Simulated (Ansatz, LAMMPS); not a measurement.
## Neighbourhoods of single atoms in liquid furan, relaxed from a frame at 300 K (207 atoms)

Density of this cell: 0.940 g/cm³. The cell holds 207 atoms: 92 C, 23 O and 92 H. Its edges and angles: a = 14.037 Å, b = 14.037 Å, c = 14.037 Å, α = 90.0°, β = 90.0°, γ = 90.0°. The starting structure: 23 furan placed at random, at 0.94 g/cm³; overlaps pushed apart, then 10 ps at 450 K with MMFF94 bonds, angles, torsions, charges and radii (Halgren, J. Comput. Chem. 17, 490 (1996)) in harmonic and 12-6 forms. Snapshot after 20 ps at 300 K and fixed volume.

Method: Kohn-Sham DFT, PBE+D4, PAW (set soft_2), plane waves (Ansatz 0.2.0; cutoff 420 eV, Γ point, fixed occupations), at the relaxed geometry.

The whole cell was solved; only parts of it are printed.

A closer look about O58, one of the 23 O atoms: 23 atoms, nearest first, numbered in the order of the input, with positions taken from that point.

| atom | x | y | z | distance (Å) | Löwdin charge (e) |
| --- | --- | --- | --- | --- | --- |
| O58 | 0.00 | 0.00 | 0.00 | 0.00 | -0.19 |
| C59 | -0.57 | -1.24 | 0.14 | 1.37 | 0.03 |
| C57 | 1.25 | -0.08 | 0.55 | 1.37 | 0.03 |
| H63 | -1.58 | -1.34 | -0.25 | 2.08 | 0.23 |
| H62 | 1.84 | 0.83 | 0.51 | 2.09 | 0.22 |
| C56 | 1.48 | -1.34 | 1.03 | 2.24 | -0.20 |
| C55 | 0.29 | -2.09 | 0.76 | 2.24 | -0.20 |
| H170 | -1.07 | 2.01 | 1.33 | 2.64 | 0.22 |
| H207 | -0.64 | 1.56 | -2.26 | 2.82 | 0.23 |
| H117 | 2.35 | -0.85 | -1.92 | 3.15 | 0.21 |
| H61 | 2.39 | -1.68 | 1.50 | 3.29 | 0.22 |
| H60 | 0.10 | -3.13 | 1.00 | 3.29 | 0.22 |
| C165 | -1.07 | 2.60 | 2.24 | 3.59 | 0.02 |
| C203 | -1.31 | 2.34 | -2.59 | 3.73 | 0.02 |
| C113 | 2.57 | -1.38 | -2.84 | 4.07 | 0.03 |
| H162 | -2.75 | 0.07 | 3.16 | 4.19 | 0.23 |
| H169 | 0.92 | 2.61 | 3.15 | 4.19 | 0.21 |
| O184 | 3.13 | 2.79 | -0.06 | 4.19 | -0.20 |
| H197 | -1.65 | -1.90 | -3.44 | 4.27 | 0.23 |
| H204 | -1.55 | 3.87 | -1.03 | 4.29 | 0.22 |
| C164 | -0.12 | 2.92 | 3.15 | 4.30 | -0.19 |
| O112 | 1.77 | -2.46 | -3.10 | 4.34 | -0.18 |
| C199 | -1.78 | 3.49 | -2.03 | 4.41 | -0.19 |

Local excerpt of 34 atoms (numbers count through the whole input) about C3, picked at random; x, y, z are measured from there.

```
atom      x      y      z  distance (Å)  Löwdin charge (e)
  C3   0.00   0.00   0.00          0.00               0.03
  H8   0.32  -0.53   0.89          1.08               0.22
  C2   0.66   0.68  -0.99          1.36              -0.19
  O4  -1.35   0.04  -0.21          1.37              -0.19
  H7   1.73   0.82  -1.07          2.19               0.22
  C5  -1.55   0.76  -1.36          2.20               0.03
  C1  -0.35   1.17  -1.87          2.24              -0.19
H195  -0.14   2.97   0.47          3.01               0.21
H168   0.41  -2.58  -1.56          3.04               0.22
H198  -0.13   1.50   2.80          3.18               0.22
  H9  -2.58   0.88  -1.68          3.20               0.22
  H6  -0.21   1.75  -2.78          3.29               0.22
 H44  -2.80   0.76   1.95          3.50               0.22
O130   2.50  -1.65   2.07          3.64              -0.19
C190  -0.32   3.32   1.48          3.65              -0.20
C194  -0.31   2.55   2.61          3.66               0.02
C129   1.50  -1.73   3.00          3.77               0.03
H123   3.09  -1.82  -1.23          3.79               0.21
C163  -0.03  -3.03  -2.44          3.89              -0.19
H134   0.84  -2.58   2.92          3.99               0.22
C131   3.22  -0.52   2.36          4.02               0.03
H171  -2.20  -2.41  -2.42          4.07               0.22
C128   1.57  -0.67   3.86          4.22              -0.19
C167  -1.33  -2.91  -2.83          4.28               0.04
 H99  -4.09  -1.40   0.14          4.32               0.22
C127   2.69   0.11   3.44          4.37              -0.20
H135   4.07  -0.32   1.71          4.42               0.22
 C39  -3.40   0.53   2.82          4.45               0.03
 H72   0.33  -0.89  -4.45          4.55               0.23
 O49   3.69   3.01  -0.36          4.78              -0.18
 C48   2.76   3.85  -0.89          4.82               0.04
H133   0.92  -0.49   4.71          4.82               0.22
 C95  -4.20  -2.34  -0.39          4.82               0.02
H206  -2.38  -3.47   2.40          4.84               0.23
```

Length of the force by element:

| element | coordination | atoms | mean length of the force (eV/Å) | spread | least | most |
| --- | --- | --- | --- | --- | --- | --- |
| C | all | 92 | 0.0105 | 0.0073 | 0.0015 | 0.0428 |
| H | all | 92 | 0.0047 | 0.0065 | 2.0e-4 | 0.0355 |
| O | all | 23 | 0.0093 | 0.0088 | 9.0e-4 | 0.0323 |

Löwdin charges by element (they lack the spilled electrons, 0.040 e an atom on average):

```
element  coordination  atoms  mean charge (e)  spread   least    most
      C           all     92          -0.0829   0.113  -0.209  0.0439
      H           all     92            0.219  0.0057   0.206   0.233
      O           all     23           -0.186  0.0049  -0.198  -0.177
```

The network of contacts between molecules at the start is that of the classical potential that made the cell, and needn't be the one that DFT or experiment would give. The density was typed from a rule of thumb and may lie off the real one at this temperature. Only the Γ point is sampled, in a cell whose shortest periodic width is 14 Å. The Löwdin charges lack the electrons that the projection spills, 0.040 e an atom on average.

[Logs are printed without paths, hosts, clocks, repeated set-up lines and the standing remarks that a program may print on its own settings, such as how far it seeks lower states.]

[Hosts, paths, dates, database ids (printed as entryN), source tags and the programs' standing remarks are cut or masked in the printed files.]

[The MMFF94 radii named for the starting cell were scaled by 0.96; in molecules described by MMFF94, hydrogen bound to N, O or S took a small fixed 12-6 site in their place.]
